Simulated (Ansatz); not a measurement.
# Cs on Al(111): change of the work function

Wanted: Δφ(θ) for Cs/Al(111), starting from the fcc site.

Calculated with Ansatz 0.2.0; plane-wave DFT, PBE, Ansatz PAW.

### Step 1. The structure

The cell holds 4 atoms: 4 Al. Its edges and angles: a = 2.864 Å, b = 2.864 Å, c = 25.015 Å, α = 90.0°, β = 90.0°, γ = 60.0°. Vacuum lies along c.

### Step 2. The clean slab

The bare slab comes first, as the zero from which every change is counted. The two lowest layers are held at bulk places and the upper ones relax. The dipole correction removes the false field that a one-sided slab makes across the periodic vacuum, so each face gets a flat vacuum level of its own.

File input.yaml:

```yaml
crystal:
  lattice:
    - [2.8637824638, 0.0, 0.0]
    - [1.4318912319, 2.4801083646, 0.0]
    - [0.0, 0.0, 25.0148057707]
  atoms:
    - { symbol: Al, position: [0.0, 0.0, 0.3597869231] }
    - { symbol: Al, position: [0.3333333333, 0.3333333333, 0.4532623077] }
    - { symbol: Al, position: [0.6666666667, 0.6666666667, 0.5467376923] }
    - { symbol: Al, position: [0.0, 0.0, 0.6402130769] }
kpoints:
  mp_grid: { grid: [12, 12, 1] }
hamiltonian:
  xc: pbe
scf:
  occupations: { method: fermi_dirac, width: 0.1 }
  convergence: { dr2_threshold: 1.0e-08 }
efield:
  axis: 3
  dipole_correction: true
  ramp_position: 0.97
  ramp_width: 0.06
relax:
  f_tol: 0.02
  max_steps: 60
  constraints: [{ sites: [0, 1] }]
output:
  write_potential: true
  write_density: true
  volumetric_format: npy
```

Started as:

```
> ansatz run input.yaml --threads 2 --pin off --max-ram 4096MiB --backend cpu --events-out ev --progress --plain --runs-dir out
```

Standard output:

```text
Engine: ansatz 0.2.0, aarch64-unknown-linux-gnu
Pseudopotentials: kind: paw
Pseudopotential: Al, paw, valence charge 3, recommended cutoff 420 eV (normal), Al.paw.azcp
Functional definition: PBE
  parameter kappa = 0.804
  parameter beta = 0.066725
  exchange = pbe_x(kappa = kappa, mu = beta*pi^2/3)
  correlation = pbe_c(beta = beta)
Crystal: 4 atoms, lattice volume = 177.667 Å³
Basis set: ecut = 420 eV, 3467 PW (Γ), exchange–correlation on 40×40×360 points (8 copies of the dense FFT grid, shifted against one another)
Bands: 10, of which v1, the nominal top of the filled ones, is band 6 counted from 1 (5 counted from 0)
Symmetry: 6 space group operations
k-points: 19 of 144 (time reversal used)
Non-local potential: Al, projectors of the file, l = 0: 2, l = 1: 2, l = 2: 1
PAW form: soft (Blöchl's): semilocal exchange-correlation on the pseudo side does not see the compensation charge
PAW one-centre angular grid: Al, 110 points (default); XC on 64 Gauss nodes
Initial density: superposition of atomic densities (neutral atoms: chi_scale 0, normalization atom), corrected by the library's trained network
Initial wavefunctions: pseudopotential atomic-orbital guess
Functional: x = pbe(κ = 0.804, μ = 0.219515), c = pbe(β = 0.066725)
SCF iter   1: F=—  HF=-2149.281065 eV  |F-HF|=—  |Δ(HF+E_count)|=         —  Δρ=1.37e-3  dr2=4.13e-2  ethr=1.77e-3  p=-0.000 e·Å  D=-1.79e-14 V/Å  ΔV_dip=0.00 eV  dr2_dipole=1.23e-6  V_vac-E_F(+/−)=3.96/3.96 eV  ⟨swp⟩=8.2  Hψ=1709  notcnv=0
efield: sawtooth ramp at fractional position 0.9700 (set: `efield.ramp_position`, or a place that a band, a saddle search or an elastic batch's reference lends), width 0.0600; the density the first Hamiltonian is built on has a dipole p = -0.000 e·Å; the dipole correction subtracts the counter field D = -1.79e-14 V/Å, which shifts the + side's vacuum level by +0.00 eV against the − side's; the planar-averaged density in the ramp window peaks in size at 6.8e-6 e/Å³
preconditioner: auto → LDOS  [metal: Δε(μ)=0.035 eV  Ē_g=6.481 eV  σ=0.100 eV  W_gap=0.09  n_scr=12 (ndim 8)  ℏωp=9.7 eV  f_vac=0.517  D(μ)=1.93/eV (n_scr^D=10)  β→1.0]
SCF iter   2: F=—  HF=-2149.278663 eV  |F-HF|=—  |Δ(HF+E_count)|=   2.40e-3  Δρ=4.15e-4  dr2=5.50e-4  ethr=3.44e-4  p=-0.000 e·Å  D=-2.16e-5 V/Å  ΔV_dip=0.00 eV  dr2_dipole=9.75e-7  V_vac-E_F(+/−)=4.05/4.05 eV  ⟨swp⟩=1.4  Hψ=364  notcnv=0
SCF iter   3: F=—  HF=-2149.278781 eV  |F-HF|=—  |Δ(HF+E_count)|=   1.18e-4  Δρ=1.46e-4  dr2=1.74e-4  ethr=4.59e-6  p=-0.000 e·Å  D=-1.14e-5 V/Å  ΔV_dip=0.00 eV  dr2_dipole=2.68e-9  V_vac-E_F(+/−)=4.05/4.05 eV  ⟨swp⟩=2.3  Hψ=349  notcnv=0
SCF iter   4: F=—  HF=-2149.278775 eV  |F-HF|=—  |Δ(HF+E_count)|=   6.25e-6  Δρ=2.72e-5  dr2=6.01e-6  ethr=1.45e-6  p=-0.000 e·Å  D=-4.98e-6 V/Å  ΔV_dip=0.00 eV  dr2_dipole=2.20e-9  V_vac-E_F(+/−)=4.05/4.05 eV  ⟨swp⟩=2.6  Hψ=311  notcnv=0
SCF iter   5: F=—  HF=-2149.278723 eV  |F-HF|=—  |Δ(HF+E_count)|=   5.25e-5  Δρ=8.22e-6  dr2=2.22e-7  ethr=5.01e-8  p=-0.000 e·Å  D=-2.02e-6 V/Å  ΔV_dip=0.00 eV  dr2_dipole=6.48e-11  V_vac-E_F(+/−)=4.05/4.05 eV  ⟨swp⟩=2.3  Hψ=315  notcnv=0
SCF iter   6: F=—  HF=-2149.278723 eV  |F-HF|=—  |Δ(HF+E_count)|=   3.20e-7  Δρ=1.90e-6  dr2=2.67e-8  ethr=1.85e-9  p=-0.000 e·Å  D=-6.66e-7 V/Å  ΔV_dip=0.00 eV  dr2_dipole=4.13e-15  V_vac-E_F(+/−)=4.05/4.05 eV  ⟨swp⟩=2.4  Hψ=314  notcnv=0
SCF iter   7: F=-2149.278723 eV  HF=-2149.278723 eV  |F-HF|=4.15e-9  |Δ(HF+E_count)|=   1.70e-8  Δρ=3.92e-7  dr2=9.37e-10  ethr=8.33e-11  p=-0.000 e·Å  D=-7.30e-8 V/Å  ΔV_dip=0.00 eV  dr2_dipole=1.46e-13  V_vac-E_F(+/−)=4.05/4.05 eV  ⟨swp⟩=9.1  Hψ=1233  notcnv=0
SCF 1 converged in 7 iterations: F = -2149.278723 eV  dr2 = 9.37e-10
  greatest PAW one-centre occupation: 0.462 electrons in one spin orbital (limit 2), on the Al atom at site 0 (counted from 0), in its partial waves of l = 0
relax step   1: F+E_penalty+E_count = -2149.27872285 eV  Δ(F+E_penalty+E_count) = +0.000e0 eV  max|allowed force component| = 1.320e-1 eV/Å  Δτ_max = 0.0000 Å  (7 SCF iters, accepted)
Initial density: handed on by an earlier stage of this run
Initial wavefunctions: those handed on with the density
iter 1 solved again at ethr=3.27e-4 eV; its pass at ethr=3.10e-3 eV (dr2=3.92e-2 eV) is discarded
SCF iter   1: F=—  HF=-2149.285072 eV  |F-HF|=—  |Δ(HF+E_count)|=         —  Δρ=1.34e-3  dr2=3.83e-2  ethr=3.27e-4  p=-0.000 e·Å  D=-7.52e-8 V/Å  ΔV_dip=0.00 eV  dr2_dipole=4.72e-3  V_vac-E_F(+/−)=4.05/4.05 eV  ⟨swp⟩=1.2  Hψ=1170  notcnv=0
efield: sawtooth ramp at fractional position 0.9700 (set: `efield.ramp_position`, or a place that a band, a saddle search or an elastic batch's reference lends), width 0.0600; the density the first Hamiltonian is built on has a dipole p = -0.000 e·Å; the dipole correction subtracts the counter field D = -7.52e-8 V/Å, which shifts the + side's vacuum level by +0.00 eV against the − side's; the planar-averaged density in the ramp window peaks in size at 1.7e-7 e/Å³
preconditioner: auto → LDOS  [metal: Δε(μ)=0.063 eV  Ē_g=6.503 eV  σ=0.100 eV  W_gap=0.15  n_scr=12 (ndim 8)  ℏωp=9.7 eV  f_vac=0.521  D(μ)=1.95/eV (n_scr^D=10)  β→1.0]
SCF iter   2: F=—  HF=-2149.281980 eV  |F-HF|=—  |Δ(HF+E_count)|=   3.09e-3  Δρ=4.25e-4  dr2=1.25e-3  ethr=3.19e-4  p=0.000 e·Å  D=1.82e-7 V/Å  ΔV_dip=-0.00 eV  dr2_dipole=2.59e-4  V_vac-E_F(+/−)=4.03/4.03 eV  ⟨swp⟩=2.1  Hψ=258  notcnv=0
SCF iter   3: F=—  HF=-2149.281849 eV  |F-HF|=—  |Δ(HF+E_count)|=   1.31e-4  Δρ=1.92e-4  dr2=2.96e-4  ethr=1.04e-5  p=0.000 e·Å  D=6.48e-5 V/Å  ΔV_dip=-0.00 eV  dr2_dipole=1.61e-6  V_vac-E_F(+/−)=4.02/4.02 eV  ⟨swp⟩=2.4  Hψ=337  notcnv=0
SCF iter   4: F=—  HF=-2149.281822 eV  |F-HF|=—  |Δ(HF+E_count)|=   2.67e-5  Δρ=2.12e-5  dr2=3.32e-6  ethr=2.46e-6  p=0.000 e·Å  D=8.41e-5 V/Å  ΔV_dip=-0.00 eV  dr2_dipole=8.88e-8  V_vac-E_F(+/−)=4.02/4.02 eV  ⟨swp⟩=2.3  Hψ=272  notcnv=0
SCF iter   5: F=—  HF=-2149.281817 eV  |F-HF|=—  |Δ(HF+E_count)|=   5.30e-6  Δρ=7.09e-6  dr2=1.97e-7  ethr=2.77e-8  p=0.000 e·Å  D=7.28e-5 V/Å  ΔV_dip=-0.00 eV  dr2_dipole=1.99e-8  V_vac-E_F(+/−)=4.02/4.02 eV  ⟨swp⟩=2.4  Hψ=343  notcnv=0
SCF iter   6: F=—  HF=-2149.281817 eV  |F-HF|=—  |Δ(HF+E_count)|=   1.41e-7  Δρ=1.36e-6  dr2=1.11e-8  ethr=1.64e-9  p=0.000 e·Å  D=6.54e-5 V/Å  ΔV_dip=-0.00 eV  dr2_dipole=2.37e-11  V_vac-E_F(+/−)=4.02/4.02 eV  ⟨swp⟩=2.5  Hψ=297  notcnv=0
SCF iter   7: F=-2149.281817 eV  HF=-2149.281817 eV  |F-HF|=2.26e-9  |Δ(HF+E_count)|=   5.33e-9  Δρ=3.42e-7  dr2=9.00e-10  ethr=8.33e-11  p=0.000 e·Å  D=6.31e-5 V/Å  ΔV_dip=-0.00 eV  dr2_dipole=5.33e-14  V_vac-E_F(+/−)=4.02/4.02 eV  ⟨swp⟩=9.1  Hψ=1236  notcnv=0
SCF 2 converged in 7 iterations: F = -2149.281817 eV  dr2 = 9.00e-10
  greatest PAW one-centre occupation: 0.463 electrons in one spin orbital (limit 2), on the Al atom at site 3 (counted from 0), in its partial waves of l = 0
relax step   2: F+E_penalty+E_count = -2149.28181683 eV  Δ(F+E_penalty+E_count) = -3.094e-3 eV  max|allowed force component| = 5.697e-2 eV/Å  Δτ_max = 0.0619 Å  (7 SCF iters, accepted)
SCF iter   1: F=—  HF=-2149.282212 eV  |F-HF|=—  |Δ(HF+E_count)|=         —  Δρ=2.15e-4  dr2=1.06e-3  ethr=4.10e-5  p=0.000 e·Å  D=6.31e-5 V/Å  ΔV_dip=-0.00 eV  dr2_dipole=1.83e-4  V_vac-E_F(+/−)=4.02/4.02 eV  ⟨swp⟩=2.3  Hψ=665  notcnv=0
efield: sawtooth ramp at fractional position 0.9700 (set: `efield.ramp_position`, or a place that a band, a saddle search or an elastic batch's reference lends), width 0.0600; the density the first Hamiltonian is built on has a dipole p = 0.000 e·Å; the dipole correction subtracts the counter field D = 6.31e-5 V/Å, which shifts the + side's vacuum level by -0.00 eV against the − side's; the planar-averaged density in the ramp window peaks in size at 5.2e-8 e/Å³
preconditioner: auto → LDOS  [metal: Δε(μ)=0.068 eV  Ē_g=6.492 eV  σ=0.100 eV  W_gap=0.16  n_scr=12 (ndim 8)  ℏωp=9.7 eV  f_vac=0.520  D(μ)=1.91/eV (n_scr^D=10)  β→1.0]
SCF iter   2: F=—  HF=-2149.282106 eV  |F-HF|=—  |Δ(HF+E_count)|=   1.05e-4  Δρ=1.28e-4  dr2=8.40e-5  ethr=8.82e-6  p=0.000 e·Å  D=7.97e-5 V/Å  ΔV_dip=-0.00 eV  dr2_dipole=8.18e-7  V_vac-E_F(+/−)=4.02/4.02 eV  ⟨swp⟩=1.6  Hψ=363  notcnv=0
SCF iter   3: F=—  HF=-2149.282096 eV  |F-HF|=—  |Δ(HF+E_count)|=   1.06e-5  Δρ=2.29e-5  dr2=9.96e-6  ethr=7.00e-7  p=-0.000 e·Å  D=-1.38e-5 V/Å  ΔV_dip=0.00 eV  dr2_dipole=1.95e-6  V_vac-E_F(+/−)=4.02/4.02 eV  ⟨swp⟩=2.7  Hψ=381  notcnv=0
SCF iter   4: F=—  HF=-2149.282096 eV  |F-HF|=—  |Δ(HF+E_count)|=   1.92e-7  Δρ=5.61e-6  dr2=6.74e-7  ethr=8.30e-8  p=-0.000 e·Å  D=-3.55e-5 V/Å  ΔV_dip=0.00 eV  dr2_dipole=1.17e-7  V_vac-E_F(+/−)=4.02/4.02 eV  ⟨swp⟩=1.4  Hψ=224  notcnv=0
SCF iter   5: F=-2149.282096 eV  HF=-2149.282096 eV  |F-HF|=7.79e-9  |Δ(HF+E_count)|=   4.76e-8  Δρ=9.72e-7  dr2=3.57e-9  ethr=8.33e-11  p=-0.000 e·Å  D=-4.17e-5 V/Å  ΔV_dip=0.00 eV  dr2_dipole=4.91e-10  V_vac-E_F(+/−)=4.02/4.02 eV  ⟨swp⟩=8.5  Hψ=1456  notcnv=0
SCF 3 converged in 5 iterations: F = -2149.282096 eV  dr2 = 3.57e-9
  greatest PAW one-centre occupation: 0.463 electrons in one spin orbital (limit 2), on the Al atom at site 0 (counted from 0), in its partial waves of l = 0
relax step   3: F+E_penalty+E_count = -2149.28209604 eV  Δ(F+E_penalty+E_count) = -2.792e-4 eV  max|allowed force component| = 2.389e-3 eV/Å  Δτ_max = 0.0093 Å  (5 SCF iters, accepted)
NSCF: frozen V_eff on 19 k-points
the band table was solved once a step of the walk had ended and its energy, with any forces and stress, was formed, with the checks that follow a solve (2035 applications of the Hamiltonian). They found nothing against the state; the energy, forces and stress were not computed again (output.eigenvalues in the input reference)
WARN: The input density's exchange-correlation potential varies sharply where the density is thin. Do not read a vacuum level from v_tot or v_xc, or from such a field of the output density. On a cell that repeats whose density bears no net charge and no dipole along the vacuum's axis use v_es (v_loc + v_h of the components); under efield.dipole_correction with no amplitude use v_es + v_field, which holds any external [...]
SCF converged after 5 iterations
Free energy (F): -2149.282096 eV
Harris-Foulkes:  -2149.282096 eV  (|F-HF|=7.79e-9)
Internal energy: -2149.219587 eV  (E = F + TS)
E sigma→0 (E₀):  -2149.250841 eV
Entropy (-TS):   -0.062509 eV (-15.627 meV/atom)
Fermi energy:    0.479266 eV
Dipole field:    D = -0.000073 V/Å  (p = -0.000072 e·Å, saw-weighted, corrected)
Work function:   Φ+ = 4.0205 eV   Φ− = 4.0187 eV
Levels:          The Fermi level and band energies are counted from a zero that moves with the ramp; work functions are not
--- Per-component energies (eV) ---
  E_band       = -44.413710
  E_kinetic    = 87.546440
  E_local      = -3014.590194  (includes V_loc(G=0)·N_el)
  E_nonlocal   = 41.703702
  E_hartree    = 1484.218628
  E_xc         = -156.809171
  E_vxc        = -112.957825  (∫ρ·V_xc dr)
  E_paw        = -1869.225999  (= ΣΔE_a)
  E_vpaw       = -14.554873  (= ΣTr[D̂ρ^β])
  E_aug_tail   = -0.000009  (compensation charges beyond the density's cutoff)
  E_efield     = 0.000000  (sawtooth field / dipole correction)
  E_vefield    = -0.000024  (∫n·V_field dr)
  E_ewald      = 1277.937017
  E_smearing   = -0.062509  (= −TS)
  E_closure    = -0.000000  (closes the sum)
  Σ components = -2149.282096   (vs F -2149.282096, Δ=0.00e0)
--- Forces (eV/Å), atoms counted from 1 ---
  atom   1  Al    -0.00000000     0.00000000     0.01001900
  atom   2  Al    -0.00000000     0.00000000    -0.01099822
  atom   3  Al     0.00000000    -0.00000000    -0.00139935
  atom   4  Al    -0.00000000    -0.00000000     0.00238930
  max |Σ_I F_I| component: 1.07e-5 eV/Å
--- Band table (eV; the first three rows and the last of 19) ---
  k-point 0: bands = ["-10.3221", "-9.2285", "-7.6200", "-5.3461", "-2.8883", "0.0394", "2.5925", "4.0136", "4.4355", "5.4494"]
  k-point 1: bands = ["-10.1555", "-9.0628", "-7.4556", "-5.1818", "-2.7320", "0.1950", "2.7478", "4.1769", "4.6017", "5.6108"]
  k-point 2: bands = ["-9.6568", "-8.5668", "-6.9634", "-4.6912", "-2.2635", "0.6555", "3.1920", "4.6420", "5.0801", "5.6506"]
  k-point 18: bands = ["-2.6054", "-2.5276", "-2.5272", "-1.6010", "-1.5972", "-1.4746", "-0.1635", "-0.1632", "0.8321", "2.3628"]
--- Relaxed structure (3 steps of the walk, 3 accepted, 0 SCFs on fresh bases) ---
  F+E_penalty+E_count = -2149.28209604 eV   max|allowed force component| = 2.389e-3 eV/Å
  atoms:
    - { symbol: Al, position: [0.0, 0.0, 0.3597869231] }
    - { symbol: Al, position: [0.333333, 0.333333, 0.453262] }
    - { symbol: Al, position: [0.666667, 0.666667, 0.544636] }
    - { symbol: Al, position: [0, 0, 0.637923] }
```

Elapsed: 6 s, on 2 threads of Arm Neoverse V1, shared host; peak memory 0.35 GiB; 11 s of CPU time.

The column dr2 measures how far the density is from self-consistency, as an energy; F and HF (Harris–Foulkes) agree once it is small.

The steps of the relaxation:

| step | energy less that of the first step (eV) | largest force component (eV/Å) |
| --- | --- | --- |
| 1 | 0.0000 | 0.1320 |
| 2 | -0.0031 | 0.0570 |
| 3 | -0.0034 | 0.0024 |

The run keeps the 6 symmetry operations that the program found, so distortions that break them were not tested.

The atoms that moved most (Å):

| atom | dx | dy | dz | length |
| --- | --- | --- | --- | --- |
| Al4 | 0.000 | 0.000 | -0.057 | 0.057 |
| Al3 | 0.000 | 0.000 | -0.053 | 0.053 |

Final coordinates:

```cif
data_structure
_symmetry_space_group_name_H-M 'P 1'
_symmetry_Int_Tables_number 1
_cell_length_a 2.8638
_cell_length_b 2.8638
_cell_length_c 25.0148
_cell_angle_alpha 90.000
_cell_angle_beta 90.000
_cell_angle_gamma 60.000
_cell_volume 177.67
loop_
_atom_site_label
_atom_site_type_symbol
_atom_site_fract_x
_atom_site_fract_y
_atom_site_fract_z
_atom_site_occupancy
Al1 Al 0.00000 0.00000 0.35979 1
Al2 Al 0.33333 0.33333 0.45326 1
Al3 Al 0.66667 0.66667 0.54464 1
Al4 Al 0.00000 0.00000 0.63792 1
```

Numbers from this step:

```yaml
energy_at_zero_smearing: -2149.2508 eV
work_function_upper_face: 4.021 eV
dipole_along_the_normal: -7.20e-5 e·Å
```

Running mean over 2.338 Å of the planar mean; the ramp of the sawtooth is left out. Table of electron's electrostatic potential energy less the Fermi level by z:

| z (Å) | electron's electrostatic potential energy less the Fermi level (eV) |
| --- | --- |
| 3.5 | 4.02 |
| 4.0 | 4.02 |
| 4.5 | 4.02 |
| 5.0 | 4.01 |
| 5.5 | 3.99 |
| 6.0 | 3.92 |
| 6.5 | 3.69 |
| 7.0 | 2.91 |
| 7.5 | 0.996 |
| 8.0 | -1.37 |
| 8.5 | -3.48 |
| 9.0 | -4.40 |
| 9.5 | -4.56 |
| 10.0 | -4.58 |
| 10.5 | -4.60 |
| 11.0 | -4.61 |
| 11.5 | -4.65 |
| 12.0 | -4.78 |
| 12.5 | -4.81 |
| 13.0 | -4.77 |
| 13.5 | -4.65 |
| 14.0 | -4.62 |
| 14.5 | -4.62 |
| 15.0 | -4.59 |
| 15.5 | -4.56 |
| 16.0 | -4.37 |
| 16.5 | -3.33 |
| 17.0 | -1.17 |
| 17.5 | 1.19 |
| 18.0 | 3.02 |
| 18.5 | 3.72 |
| 19.0 | 3.93 |
| 19.5 | 3.99 |
| 20.0 | 4.01 |
| 20.5 | 4.02 |
| 21.0 | 4.02 |
| 21.5 | 4.02 |

The relaxation took 3 steps and lowered the energy by 0.0034 eV; the largest force on the free atoms ends at 0.0024 eV/Å.

The work function of the upper face is 4.02 eV.

[end of part 1 of 3]

[Long decimals in the printed logs are rounded to 6 places.]

[Logs are printed without paths, hosts, clocks, repeated set-up lines and the standing remarks that a program may print on its own settings, such as how far it seeks lower states.]

[Hosts, paths, dates, database ids (printed as entryN), source tags and the programs' standing remarks are cut or masked in the printed files.]

[Maps of the electrostatic potential energy from Ansatz leave out the sawtooth potential of an applied field or a dipole correction, so their vacuum need not be flat; planar profiles and work functions include it.]
